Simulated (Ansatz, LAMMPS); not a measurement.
# Glassy 80GeO2-20K2O (mol %) (105 atoms): geometry optimisation, part 2 of 3

Wanted: the relaxed structure of glassy 80GeO2-20K2O (mol %) (105 atoms) and its electronic structure.

Ansatz 0.2.0; Kohn-Sham DFT, PBE, PAW (set soft_2), plane waves.

The cell: 28 Ge, 14 K and 63 O. The quench rate of 10 K/ps is many orders above laboratory rates. The starting topology of bonds comes from the classical model. The Brillouin zone is sampled at Γ only, in a cell whose shortest periodic width is 12 Å.

So far. Step 3 (Single point at the start): The r.m.s. force component of 1.3 eV/Å and the pressure of 5.5 GPa set the starting point.

### Step 4. Relaxation

The atoms are relaxed in the fixed cell, aiming at the force tolerance of the input.

Contents of input.yaml:

```yaml
crystal:
  lattice:
    - [12.14146, 0.0, 0.0]
    - [0.0, 12.14146, 0.0]
    - [0.0, 0.0, 12.14146]
  atoms:
    [... the 105 atom lines of step 3 ...]
kpoints:
  mp_grid: { grid: [1, 1, 1] }
hamiltonian:
  xc: pbe
scf:
  occupations: { method: fixed }
output:
  forces: true
relax:
  f_tol: 0.05
  max_steps: 183
```

Run with:

```console
$ ansatz run input.yaml --threads 4 --pin off --max-ram 8192MiB --backend cpu --events-out ev --progress --plain --runs-dir out
```

Numbers of over 12 decimals in the logs are rounded to 6 here.

What it wrote:

```text
[...]
Crystal: 105 atoms, lattice volume = 1789.834 Å³
Basis set: ecut = 420 eV, 35033 PW (Γ), exchange–correlation on 180×180×180 points (8 copies of the dense FFT grid, shifted against one another)
Bands: 553, of which v1, the nominal top of the filled ones, is band 448 counted from 1 (447 counted from 0)
Symmetry: 1 space group operations
[...]
k-points: 1
[...]
SCF iter   1: F=—  HF=-177537.196943 eV  |F-HF|=—  |Δ(HF+E_count)|=         —  Δρ=2.84e-3  dr2=2.33e-1  ethr=1.77e-3  ⟨swp⟩=5.0  Hψ=1726  notcnv=0  defer=102
[...]
SCF iter   6: F=-177537.168375 eV  HF=-177537.168369 eV  |F-HF|=5.74e-6  |Δ(HF+E_count)|=   9.99e-6  Δρ=4.22e-5  dr2=3.22e-5  ethr=6.98e-9  ⟨swp⟩=2.0  Hψ=1739  notcnv=0
SCF 1 converged in 6 iterations: F = -177537.168375 eV  dr2 = 3.22e-5
[...]
relax step   1: F+E_penalty+E_count = -177537.16837514 eV  Δ(F+E_penalty+E_count) = +0.000e0 eV  max|allowed force component| = 4.141e0 eV/Å  Δτ_max = 0.0000 Å  (6 SCF iters, dr2 threshold 6.25e-5 eV, accepted)
[...]
relax step   2: F+E_penalty+E_count = -177543.57992935 eV  Δ(F+E_penalty+E_count) = -6.412e0 eV  max|allowed force component| = 2.798e0 eV/Å  Δτ_max = 0.1950 Å  (7 SCF iters, dr2 threshold 1.00e-4 eV, accepted)
[...]
relax step   3: F+E_penalty+E_count = -177547.74742122 eV  Δ(F+E_penalty+E_count) = -4.167e0 eV  max|allowed force component| = 7.187e-1 eV/Å  Δτ_max = 0.1949 Å  (7 SCF iters, dr2 threshold 1.00e-4 eV, accepted)
relax step   4: F+E_penalty+E_count = -177548.62579588 eV  Δ(F+E_penalty+E_count) = -8.784e-1 eV  max|allowed force component| = 3.638e-1 eV/Å  Δτ_max = 0.1949 Å  (8 SCF iters, dr2 threshold 3.41e-5 eV, accepted)
relax step   5: F+E_penalty+E_count = -177549.15023867 eV  Δ(F+E_penalty+E_count) = -5.244e-1 eV  max|allowed force component| = 3.437e-1 eV/Å  Δτ_max = 0.1901 Å  (8 SCF iters, dr2 threshold 8.74e-6 eV, accepted)
relax step   6: F+E_penalty+E_count = -177549.53317554 eV  Δ(F+E_penalty+E_count) = -3.829e-1 eV  max|allowed force component| = 3.538e-1 eV/Å  Δτ_max = 0.2000 Å  (7 SCF iters, dr2 threshold 3.03e-5 eV, accepted)
relax step   7: F+E_penalty+E_count = -177549.84125926 eV  Δ(F+E_penalty+E_count) = -3.081e-1 eV  max|allowed force component| = 2.398e-1 eV/Å  Δτ_max = 0.1993 Å  (6 SCF iters, dr2 threshold 1.00e-4 eV, accepted)
relax step   8: F+E_penalty+E_count = -177549.98181827 eV  Δ(F+E_penalty+E_count) = -1.406e-1 eV  max|allowed force component| = 2.406e-1 eV/Å  Δτ_max = 0.2000 Å  (7 SCF iters, dr2 threshold 2.64e-5 eV, accepted)
relax step   9: F+E_penalty+E_count = -177550.02517566 eV  Δ(F+E_penalty+E_count) = -4.336e-2 eV  max|allowed force component| = 2.318e-1 eV/Å  Δτ_max = 0.1804 Å  (8 SCF iters, dr2 threshold 2.66e-5 eV, accepted)
relax step  10: F+E_penalty+E_count = -177550.09641271 eV  Δ(F+E_penalty+E_count) = -7.124e-2 eV  max|allowed force component| = 1.928e-1 eV/Å  Δτ_max = 0.2000 Å  (7 SCF iters, dr2 threshold 4.98e-5 eV, accepted)
relax step  11: F+E_penalty+E_count = -177550.11006998 eV  Δ(F+E_penalty+E_count) = -1.366e-2 eV  max|allowed force component| = 1.087e-1 eV/Å  Δτ_max = 0.0768 Å  (6 SCF iters, dr2 threshold 2.57e-5 eV, accepted)
relax step  12: F+E_penalty+E_count = -177550.12664431 eV  Δ(F+E_penalty+E_count) = -1.657e-2 eV  max|allowed force component| = 9.630e-2 eV/Å  Δτ_max = 0.2000 Å  (8 SCF iters, dr2 threshold 3.75e-6 eV, accepted)
relax step  13: F+E_penalty+E_count = -177550.12912485 eV  Δ(F+E_penalty+E_count) = -2.481e-3 eV  max|allowed force component| = 1.093e-1 eV/Å  Δτ_max = 0.1311 Å  (7 SCF iters, dr2 threshold 2.95e-6 eV, accepted)
relax step  14: F+E_penalty+E_count = -177550.13308955 eV  Δ(F+E_penalty+E_count) = -3.965e-3 eV  max|allowed force component| = 8.812e-2 eV/Å  Δτ_max = 0.0401 Å  (6 SCF iters, dr2 threshold 9.39e-6 eV, accepted)
relax step  15: F+E_penalty+E_count = -177550.15022913 eV  Δ(F+E_penalty+E_count) = -1.714e-2 eV  max|allowed force component| = 5.838e-2 eV/Å  Δτ_max = 0.2000 Å  (8 SCF iters, dr2 threshold 5.04e-6 eV, accepted)
relax step  16: F+E_penalty+E_count = -177550.16071276 eV  Δ(F+E_penalty+E_count) = -1.048e-2 eV  max|allowed force component| = 7.040e-2 eV/Å  Δτ_max = 0.1670 Å  (9 SCF iters, accepted)
relax step  17: F+E_penalty+E_count = -177550.17355235 eV  Δ(F+E_penalty+E_count) = -1.284e-2 eV  max|allowed force component| = 6.811e-2 eV/Å  Δτ_max = 0.1956 Å  (9 SCF iters, accepted)
relax step  18: F+E_penalty+E_count = -177550.17864670 eV  Δ(F+E_penalty+E_count) = -5.094e-3 eV  max|allowed force component| = 3.232e-2 eV/Å  Δτ_max = 0.0558 Å  (7 SCF iters, dr2 threshold 4.34e-6 eV, accepted)
[...]
relax step  19: F+E_penalty+E_count = -177550.17864704 eV  Δ(F+E_penalty+E_count) = -3.437e-7 eV  max|allowed force component| = 3.228e-2 eV/Å  Δτ_max = 0.0000 Å  (4 SCF iters, accepted)
SCF converged after 4 iterations
Free energy (F): -177550.178647 eV
[...]
Internal energy: -177550.178647 eV  (E = F + TS)
E sigma→0 (E₀):  -177550.178647 eV
Fermi energy:    3.684699 eV
[...]
--- Forces (eV/Å), atoms counted from 1 ---
  atom   1  Ge     0.00494860    -0.00955576    -0.00590251
  atom   2  Ge    -0.00059055     0.00032997     0.00024775
  atom   3  Ge     0.01464203     0.00149983     0.00010863
  atom   4  Ge    -0.00571651     0.00195273     0.01541863
  atom   5  Ge    -0.00457240     0.01952926    -0.01523555
  atom   6  Ge     0.00153750    -0.02088489     0.01095792
  atom   7  Ge     0.00801740    -0.00234902    -0.01272847
  atom   8  Ge     0.00845238    -0.00189125     0.00409245
  atom   9  Ge     0.00374384     0.00378288    -0.00954523
  atom  10  Ge     0.02309870    -0.00108215    -0.00136449
  atom  11  Ge    -0.00307229    -0.01121790    -0.00462957
  atom  12  Ge     0.00233796    -0.01456674     0.00400116
  atom  13  Ge     0.01320491     0.01978983    -0.00896110
  atom  14  Ge     0.01126774     0.02227680    -0.01424027
[...]
atom 104  O     -0.01670080    -0.00711373     0.00182056
  atom 105  O     -0.01023008     0.00471623     0.00460278
  max |Σ_I F_I| component: 3.95e-5 eV/Å
--- Relaxed structure (19 steps of the walk, 19 accepted, 0 SCFs on fresh bases) ---
  F+E_penalty+E_count = -177550.17864704 eV   max|allowed force component| = 3.228e-2 eV/Å
  atoms:
    - { symbol: Ge, position: [0.678209, 0.187003, 0.289706] }
    - { symbol: Ge, position: [0.421503, 0.478912, 0.637737] }
    - { symbol: Ge, position: [0.218033, 0.355325, 0.294476] }
    - { symbol: Ge, position: [0.581082, 0.016973, 0.568512] }
[...]
- { symbol: O, position: [0.457918, 0.598185, 0.567241] }
```

It took 7.1 min on 4 threads of Arm Neoverse V1, shared host; peak memory 2.6 GiB.

Step by step:

```csv
step,energy less that of the first step (eV),largest force component (eV/Å)
1,0.0000,4.1409
2,-6.4116,2.7975
3,-10.5790,0.7187
4,-11.4574,0.3639
5,-11.9819,0.3437
6,-12.3648,0.3538
7,-12.6729,0.2398
8,-12.8134,0.2406
9,-12.8568,0.2318
10,-12.9280,0.1928
11,-12.9417,0.1087
12,-12.9583,0.0963
13,-12.9607,0.1093
14,-12.9647,0.0881
15,-12.9819,0.0584
16,-12.9923,0.0704
17,-13.0052,0.0681
18,-13.0103,0.0323
19,-13.0103,0.0323
```

The atoms that moved most (Å):

```csv
atom,dx,dy,dz,length
K37,0.197,0.267,1.425,1.463
O80,0.139,0.015,-1.347,1.354
K33,-0.080,1.146,-0.017,1.149
O48,-0.782,0.102,0.256,0.829
O49,-0.654,0.332,0.366,0.820
O100,-0.433,0.476,0.363,0.739
O85,0.087,0.222,0.680,0.721
O105,0.625,0.343,0.093,0.719
```

The relaxation changed the energy by -124 meV/atom, and atoms moved by 0.43 Å r.m.s., 1.5 Å at most.

### Step 5. Structure statistics after relaxation

Bonds before and after, by the cutoffs listed below:

```csv
pair,bonds before,bonds after,mean before (Å),mean after (Å),spread before (Å),spread after (Å)
O-Ge,115,116,1.745,1.805,0.059,0.057
```

Density 3.33 g/cm³, 17.05 Å³ an atom.

g(r), total and by pair (bins of 0.2 Å):

```csv
r (Å),total,O-O,O-Ge,O-K,Ge-Ge,Ge-K,K-K
1.60,0.09,0.00,0.29,0.00,0.00,0.00,0.00
1.80,4.28,0.00,13.35,0.00,0.00,0.00,0.00
2.00,0.24,0.00,0.74,0.00,0.00,0.00,0.00
2.20,0.00,0.00,0.00,0.00,0.00,0.00,0.00
2.40,0.06,0.06,0.00,0.26,0.00,0.00,0.00
2.60,0.68,0.79,0.00,2.49,0.00,0.00,0.00
2.80,1.73,3.35,0.10,3.09,0.00,0.00,0.00
3.00,1.53,3.55,0.09,1.37,0.00,0.00,0.00
3.20,0.82,0.91,0.28,0.79,2.96,0.88,0.00
3.40,0.96,0.38,0.51,0.69,5.04,2.01,2.51
3.60,0.88,0.55,0.76,0.76,0.56,3.20,2.77
3.80,0.99,0.66,1.28,0.72,0.25,1.89,4.00
4.00,0.90,0.67,1.29,0.46,0.33,2.17,0.00
4.20,0.96,0.54,1.57,1.10,0.41,0.82,0.00
4.40,1.00,0.74,1.51,0.79,0.65,0.93,0.75
4.60,1.19,0.98,1.82,0.61,1.21,0.77,0.69
4.80,1.11,1.10,1.21,1.43,0.56,0.46,1.27
5.00,0.98,1.09,0.69,1.25,1.52,0.59,1.17
5.20,0.98,1.36,0.57,1.25,0.88,0.54,0.54
5.40,1.18,1.42,0.83,1.42,1.44,0.76,1.26
5.60,1.03,1.30,0.71,1.06,1.16,0.92,1.14
5.80,0.87,0.94,0.82,0.87,0.98,0.55,1.10
6.00,0.89,0.87,0.90,0.90,1.26,0.86,0.00
```

Bonds by pair of elements; cutoffs follow the first minimum of g(r), held within bounds set by covalent radii, and pairs that aren't listed don't count as bonded:

```csv
pair A-B,cutoff (Å),bonds,mean length (Å),spread (Å),shortest (Å),B about A,A about B
O-Ge,2.27,116,1.80,0.057,1.69,1.84,4.14
O-K,3.15,68,2.77,0.149,2.47,1.08,4.86
```

The cutoff for O-K falls short of the minimum of g(r), so counts run low and odd coordinations can be artefacts.

How many atoms have how many bonded neighbours:

```csv
element,mean,2,3,4,5,6,7
Ge,4.14,0,0,24,4,0,0
K,4.86,0,0,5,7,1,1
O,2.92,20,28,15,0,0,0
```

Bond angles (no mean is given where the spread exceeds 20°):

```csv
angle,count,mean (°),spread (°)
O-Ge-O,184,109,13.1
O-K-O,136,-,-
Ge-O-K,109,109,17.5
Ge-O-Ge,53,137,10.1
K-O-K,32,-,-
```

Oxygen atoms by the number of network formers (Si, P, Ge, B, Al, As, Ga) bound to them:

```csv
network formers bound to O,O atoms,per cent
0,0,0
1,10,15.9
2,53,84.1
```

Network units: each former by its oxygen neighbours and how many of them bridge to another former:

```csv
former,O neighbours,bridging O,atoms
Ge,4,3,10
Ge,4,4,14
Ge,5,5,4
```

Bond length by coordination (bonds to H left out):

```csv
element,coordination,atoms,mean bond length (Å)
Ge,4,24,1.79
Ge,5,4,1.88
K,4,5,2.71
K,5,7,2.81
K,6,1,2.79
K,7,1,2.75
O,2,20,1.80
O,3,28,2.16
O,4,15,2.40
```

Rings of the network by King's shortest-path rule, up to 12 atoms, one path for each pair of neighbours; H, halogens, alkali and alkaline-earth atoms are left out, and the last column divides by all other atoms, bonded or not:

```csv
ring size (atoms),rings,per network atom
8,8,0.088
10,12,0.132
12,13,0.143
```

First main peaks of g(r), for some of the pairs, lie near 2.9 Å (O-O), 1.8 Å (O-Ge), 2.8 Å (O-K), 3.3 Å (Ge-Ge), 3.6 Å (Ge-K) and 3.8 Å (K-K). The O-Ge-O angle averages 109° with a spread of 13°. 84 % of the oxygens bridge two formers (Ge) and 16 % are non-bridging. The commonest Ge unit has 4 oxygens, 4 of them shared with other formers (14 of 28 atoms). Rings of 12 atoms are the most common (39 % of those counted); sizes run from 8 to 12, where the search stops.

(Continued in part 3 of 3.)

[Logs are printed without paths, hosts, clocks, repeated set-up lines and the standing remarks that a program may print on its own settings, such as how far it seeks lower states.]

[Hosts, paths, dates, database ids (printed as entryN), source tags and the programs' standing remarks are cut or masked in the printed files.]
